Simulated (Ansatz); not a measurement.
**Resistivity from frozen vibrations: Rh(111) with 4 thermally displaced layers, 2x2**

Aim: the resistivity of Rh at 500 K from frozen thermal displacements between perfect leads.

Main program and level: Ansatz 0.2.0; Ansatz plane-wave DFT, PBE, PAW files; ballistic transport by layer matching (Landauer), zero bias; PAW set soft_1.

Most raw output is cut from this account.

**1. The structure**

The cell holds 40 atoms: 40 Rh. Cell: a = 5.378 Å, b = 5.378 Å, c = 22.012 Å, α = 93.5°, β = 86.5°, γ = 120.0°. It derives from Rh. Regions: lead, 24 atoms (24 Rh); scattering region, 16 atoms (16 Rh). The structure is stacked along c, and the current runs across the ab planes.

**2. With 4 displaced layers**

Each atom of 4 layers is moved at random, by amounts drawn from a normal law 0.0561 Å wide in each direction from the Debye model (480 K) at 500 K. The layers about the cell's end stay perfect and serve as the lead. Disorder leaves little or no symmetry, which makes such runs dear. Energies from -0.05 to 0.05 eV in steps of 0.05 eV are too few for the program's thermal sum, so it prints no conductance; for a metal the transmission near the Fermi level serves, at a fraction of the cost.

input.yaml

```yaml
crystal:
  lattice:
    - [5.3783955991, 0.0, 0.0]
    - [-2.6891977995, 4.6578272204, 0.0]
    - [1.3445988998, -0.7763045367, 21.9572080876]
  atoms:
    - { symbol: Rh, position: [0.9916666667, 0.0083333333, 0.05] }
    - { symbol: Rh, position: [0.9916666667, 0.5083333333, 0.05] }
    - { symbol: Rh, position: [0.4916666667, 0.0083333333, 0.05] }
    - { symbol: Rh, position: [0.4916666667, 0.5083333333, 0.05] }
    - { symbol: Rh, position: [0.1416666667, 0.3583333333, 0.15] }
    - { symbol: Rh, position: [0.1416666667, 0.8583333333, 0.15] }
    - { symbol: Rh, position: [0.6416666667, 0.3583333333, 0.15] }
    - { symbol: Rh, position: [0.6416666667, 0.8583333333, 0.15] }
[... 28 atom lines left out ...]
    - { symbol: Rh, position: [0.8416666667, 0.1583333333, 0.95] }
    - { symbol: Rh, position: [0.8416666667, 0.6583333333, 0.95] }
    - { symbol: Rh, position: [0.3416666667, 0.1583333333, 0.95] }
    - { symbol: Rh, position: [0.3416666667, 0.6583333333, 0.95] }
kpoints:
  mp_grid: { grid: [5, 5, 1] }
hamiltonian:
  xc: pbe
  pseudopotentials: { kind: paw, azcp: { folder: soft_1 } }
scf:
  occupations: { method: fermi_dirac, width: 0.1 }
output:
  transmission:
    leads: [[0, 4]]
    kmesh: [10, 10]
    e_range: [-0.05, 0.05]
    de: 0.05
  write_potential: true
  write_density: true
  volumetric_format: npy
  elf: true
```

Launch:

```console
ansatz run input.yaml --threads 4 --pin off --max-ram 15360MiB --backend cpu --events-out ev --progress --plain --runs-dir out
```

Run time: 6 min. Hardware: 4 threads of Arm Neoverse V2, shared host; peak memory 5 GiB; 22 min of CPU time.

Numbers from this step:

```
free energy                                    : -256117.5523 eV
energy at zero smearing                        : -256116.6837 eV
Fermi energy                                   : 22.41 eV
cell area                                      : 25.05 Å²
transmission per spin nearest the Fermi level  : 6.269
open channels per spin nearest the Fermi level : 7.1
step of the lead's potential                   : 6.2 meV
```

Per spin. Table of transmission, zone mean by energy, zero at the Fermi level:

```csv
energy (eV),"transmission, zone mean"
-0.0500,6.06
0.0000,6.27
0.0500,6.28
```

Per spin. Open channels, zone mean, lead against energy, zero at the Fermi level:

```csv
energy (eV),"open channels, zone mean, lead"
-0.0500,6.72
0.0000,7.1
0.0500,7.08
```

Transmission over k1 and k2. At 0.0000 eV from the Fermi level.

Ten even steps from '0' (4.9) to '9' (11.5):
```
1113111151
2121121255
2311201320
1102552011
1110595011
1110255201
2023102113
2552121121
1151111311
1122111221
```
Columns: k1 (b1) from -0.5 to 0.4; rows upwards: k2 (b2) from -0.5 to 0.4.

Open channels over k1 and k2. At 0.0000 eV from the Fermi level.

Ten even steps from '0' (6.0) to '9' (12.0):
```
0006000060
1011310166
1610101610
0011551100
0010595010
0001155110
1016101016
1661013110
0060000600
0011000110
```
Columns: k1 (b1) from -0.5 to 0.4; rows upwards: k2 (b2) from -0.5 to 0.4.

Valence density in the ca plane at fractional y = 0.551, with atoms of Rh within 0.2 Å of it. It is the smooth field of the valence electrons, not physical close to the nuclei.

Ten steps, logarithmic in the rise over the least value, from '0' (0 e/Å³) to '9' (13 e/Å³), each cell a mean:
```
11100011112699962122100011111478863234431111
22110122212589862122100011111489974212210012
33211344321356532234320112111368863212110012
44322356421122211356531122211135542234421112
33211355421112111467642233310012211367752111
22111233211345421356531123210011111478863112
11100011112588742233321112210134422367752112
11100011113799862111100011111367753235531111
22110122212689862111000011111478873212210012
33211344322467642122200011111368863212110012
44322356421133321345421122210245642234421112
33211355421122212466531233310012222367752111
22111233211355422356531233311122222478863112
11100011112588752234321122211246532367752112
```
Columns run along c (16.0 Å, from fractional 0.14 to 0.86 of the cell), rows up along a (5.4 Å). Atoms in or near the plane, at fractional coordinates: Rh at (0.35, 0.94), Rh at (0.35, 0.42), Rh at (0.65, 0.90).

ELF in the ca plane at fractional y = 0.551, with atoms of Rh within 0.2 Å of it. It is the smooth field of the valence electrons, not physical close to the nuclei.

Ten even steps from '0' (0.18) to '9' (0.75), each cell a mean:
```
11000001110599840111000001110268851112310011
00000000010489840111000001110279961110000000
11000122100145411012100001110168851110000000
22101145300001000145410001000023311112210001
11000134200000010256521001100000001157630111
11000011000123200135410001100000011268851100
11000000110477620111100001100012211146741110
11000001110599840110000001110157631112310011
00000000010489840111000001110168861110000000
11000122100256521000000001110158851110000000
22101145300011100123200001000024421112210001
11000134200011110255311001100001101147730111
11000011000134211145311001100001111268851100
11000000110478731112100000000034311147741110
```
Columns run along c (16.0 Å, from fractional 0.14 to 0.86 of the cell), rows up along a (5.4 Å). Atoms in or near the plane, at fractional coordinates: Rh at (0.35, 0.94), Rh at (0.35, 0.42), Rh at (0.65, 0.90).

Electrostatic potential energy in the ca plane at fractional y = 0.551, with atoms of Rh within 0.2 Å of it. With pseudopotentials it is smooth inside the atoms' cores, unlike the true potential.

Values in eV, 8 rows by 16 columns, each cell a mean:
```
 22  24  22  20 -33 -22  21  22  24  22  12 -40   0  12  19  22
 11  20   2  18   0   5  13  11  23  21  16 -30   4  18  23  21
 12  20  -5  17  21  22  -2 -12  19  15  23  16  19 -18   5  22
 22  24  19  21 -13   1  14   8  22  19  23  12  18 -27  -2  21
 22  24  22  20 -35 -21  23  23  24  23  16 -32   5  12  18  22
 11  20   2  18  -6   1  18  19  23  21  17 -30   4  18  23  21
 12  20  -5  16  18  20   1  -2  20  13  23  14  18 -18   5  22
 22  24  19  20 -17  -4  10   7  21  16  21   3  16 -27  -3  21
```
Columns run along c (16.0 Å, from fractional 0.14 to 0.86 of the cell; values clipped at the 3rd and 97th percentile), rows up along a (5.4 Å). Atoms in or near the plane, at fractional coordinates: Rh at (0.35, 0.94), Rh at (0.35, 0.42), Rh at (0.65, 0.90).

Over the solved energies the transmission per spin lies between 6.06 and 6.28, out of 6.97 channels of the lead on average (up to 7.1).

**3. With 8 displaced layers**

Each atom of 8 layers is moved at random, by amounts drawn from a normal law 0.0561 Å wide in each direction from the Debye model (480 K) at 500 K. A fresh draw is used; the growth of the resistance with length is what counts.

System of this step: Rh(111) with 8 thermally displaced layers, 2x2. The cell holds 56 atoms: 56 Rh. Cell: a = 5.378 Å, b = 5.378 Å, c = 30.779 Å, α = 87.5°, β = 92.5°, γ = 120.0°. It derives from Rh. Regions: lead, 24 atoms (24 Rh); scattering region, 32 atoms (32 Rh). The structure is stacked along c, and the current runs across the ab planes.

input.yaml

```yaml
crystal:
  lattice:
    - [5.3783955991, 0.0, 0.0]
    - [-2.6891977995, 4.6578272204, 0.0]
    - [-1.3445988998, 0.7763045367, 30.7400913226]
  atoms:
    - { symbol: Rh, position: [0.005952381, 0.994047619, 0.0357142857] }
    - { symbol: Rh, position: [0.005952381, 0.494047619, 0.0357142857] }
    - { symbol: Rh, position: [0.505952381, 0.994047619, 0.0357142857] }
    - { symbol: Rh, position: [0.505952381, 0.494047619, 0.0357142857] }
    - { symbol: Rh, position: [0.1845238095, 0.3154761905, 0.1071428571] }
    - { symbol: Rh, position: [0.1845238095, 0.8154761905, 0.1071428571] }
    - { symbol: Rh, position: [0.6845238095, 0.3154761905, 0.1071428571] }
    - { symbol: Rh, position: [0.6845238095, 0.8154761905, 0.1071428571] }
[... 44 atom lines left out ...]
    - { symbol: Rh, position: [0.3273809524, 0.1726190476, 0.9642857143] }
    - { symbol: Rh, position: [0.3273809524, 0.6726190476, 0.9642857143] }
    - { symbol: Rh, position: [0.8273809524, 0.1726190476, 0.9642857143] }
    - { symbol: Rh, position: [0.8273809524, 0.6726190476, 0.9642857143] }
kpoints:
  mp_grid: { grid: [5, 5, 1] }
hamiltonian:
  xc: pbe
  pseudopotentials: { kind: paw, azcp: { folder: soft_1 } }
scf:
  occupations: { method: fermi_dirac, width: 0.1 }
output:
  transmission:
    leads: [[0, 4]]
    kmesh: [10, 10]
    e_range: [-0.05, 0.05]
    de: 0.05
  write_potential: true
  write_density: true
  volumetric_format: npy
```

Run time: 11 min. Hardware: 4 threads; peak memory 8.6 GiB.

Numbers from this step:

```
free energy                                    : -358563.6914 eV
energy at zero smearing                        : -358562.4261 eV
Fermi energy                                   : 22.42 eV
transmission per spin nearest the Fermi level  : 5.442
open channels per spin nearest the Fermi level : 7.2
step of the lead's potential                   : 3.8 meV
```

Per spin. Transmission, zone mean against energy, zero at the Fermi level:

```csv
energy (eV),"transmission, zone mean"
-0.0500,5.25
0.0000,5.44
0.0500,5.44
```

Over the solved energies the transmission per spin lies between 5.25 and 5.44, out of 7 channels of the lead on average (up to 7.2).

**4. With 12 displaced layers**

Each atom of 12 layers is moved at random, by amounts drawn from a normal law 0.0561 Å wide in each direction from the Debye model (480 K) at 500 K. A fresh draw is used; the growth of the resistance with length is what counts.

System of this step: Rh(111) with 12 thermally displaced layers, 2x2. The cell holds 72 atoms: 72 Rh. Cell: a = 5.378 Å, b = 5.378 Å, c = 39.523 Å, α = 90.0°, β = 90.0°, γ = 120.0°. It derives from Rh. Regions: lead, 24 atoms (24 Rh); scattering region, 48 atoms (48 Rh). The structure is stacked along c, and the current runs across the ab planes.

input.yaml

```yaml
crystal:
  lattice:
    - [5.3783955991, 0.0, 0.0]
    - [-2.6891977995, 4.6578272204, 0.0]
    - [0.0, 0.0, 39.5229745576]
  atoms:
    - { symbol: Rh, position: [0.0, 0.0, 0.0277777778] }
    - { symbol: Rh, position: [0.0, 0.5, 0.0277777778] }
    - { symbol: Rh, position: [0.5, 0.0, 0.0277777778] }
    - { symbol: Rh, position: [0.5, 0.5, 0.0277777778] }
    - { symbol: Rh, position: [0.1666666667, 0.3333333333, 0.0833333333] }
    - { symbol: Rh, position: [0.1666666667, 0.8333333333, 0.0833333333] }
    - { symbol: Rh, position: [0.6666666667, 0.3333333333, 0.0833333333] }
    - { symbol: Rh, position: [0.6666666667, 0.8333333333, 0.0833333333] }
[... 60 atom lines left out ...]
    - { symbol: Rh, position: [0.3333333333, 0.1666666667, 0.9722222222] }
    - { symbol: Rh, position: [0.3333333333, 0.6666666667, 0.9722222222] }
    - { symbol: Rh, position: [0.8333333333, 0.1666666667, 0.9722222222] }
    - { symbol: Rh, position: [0.8333333333, 0.6666666667, 0.9722222222] }
kpoints:
  mp_grid: { grid: [5, 5, 1] }
hamiltonian:
  xc: pbe
  pseudopotentials: { kind: paw, azcp: { folder: soft_1 } }
scf:
  occupations: { method: fermi_dirac, width: 0.1 }
output:
  transmission:
    leads: [[0, 4]]
    kmesh: [10, 10]
    e_range: [-0.05, 0.05]
    de: 0.05
  write_potential: true
  write_density: true
  volumetric_format: npy
```

Elapsed: 19 min, on 4 threads; peak memory 7.4 GiB.

This step gave:

```
free energy                                   : -461009.6960 eV
energy at zero smearing                       : -461008.0927 eV
Fermi energy                                  : 22.43 eV
transmission per spin nearest the Fermi level : 4.690
step of the lead's potential                  : 5.9 meV
```

Per spin. The transmission, zone mean by energy, zero at the Fermi level:

```csv
energy (eV),"transmission, zone mean"
-0.0500,4.50
0.0000,4.69
0.0500,4.77
```

Over the solved energies the transmission per spin lies between 4.50 and 4.77, out of 7 channels of the lead on average (up to 7.2).

**5. Resistance against length**

This step: Ansatz plane-wave DFT, PBE, PAW files; ballistic transport by layer matching (Landauer), zero bias; resistivity from the slope of the area resistance; PAW set soft_1 (Ansatz 0.2.0).

This step gave:

```yaml
resistivity: 9.995 µΩ cm
intercept: -0.03240 fΩ m²
scatter_about_the_fit: 0.002775 fΩ m²
```

Resistance, by row:

```csv
run,length (Å),T,channels N,RA (fΩ m²)
n4,8.783,6.2,6.967,0.05736
n8,17.57,5.378,7,0.1393
n12,26.35,4.653,7,0.2329
```

The area resistance by length of the displaced region:

```csv
length of the displaced region (Å),area resistance (fΩ m²)
8.78,0.0574
17.57,0.139
26.35,0.233
```

The area resistance goes from 0.057 to 0.23 fΩ m² between 8.8 and 26.3 Å, a slope of 10.0 µΩ cm.

By hand from the end points: (0.2329 − 0.05736) fΩ m² / (26.35 − 8.78) Å = 10.0 µΩ cm, since 1 fΩ m² per Å is 1000 µΩ cm.

**6. Summary of results**

| Item | Value |
| --- | --- |
| resistivity from the slope | 10.00 µΩ cm |
| area resistance over 8.78 Å | 0.0574 fΩ m² |
| area resistance over 17.6 Å | 0.139 fΩ m² |
| area resistance over 26.3 Å | 0.233 fΩ m² |

What this shows: The slope gives 10.0 µΩ cm. The points scatter by 0.0028 fΩ m² about the line, with one random draw a length in a 2x2 cell, so the slope is a rough value. The mean square of the displacements drawn is 0.78, 0.99 and 1.2 of the nominal one at the three lengths; with each resistance scaled back by that, the slope is 7.1 µΩ cm, the value used below. Read with a model of isotropic scattering on a spherical Fermi surface and the lead's 2.2×10¹⁵ S/m², this slope means a mean free path near 53 Å; over these lengths the model's slope is 1.08 times its bulk resistivity, which would be 6.5 µΩ cm. Uncorrelated displacements put too much weight on short waves, which scatter strongly; with the sideways repeat of a small cell, one draw and three short lengths, the method is good to a factor of two or three.

[Logs are printed without paths, hosts, clocks, repeated set-up lines and the standing remarks that a program may print on its own settings, such as how far it seeks lower states.]

[Hosts, paths, dates, database ids (printed as entryN), source tags and the programs' standing remarks are cut or masked in the printed files.]
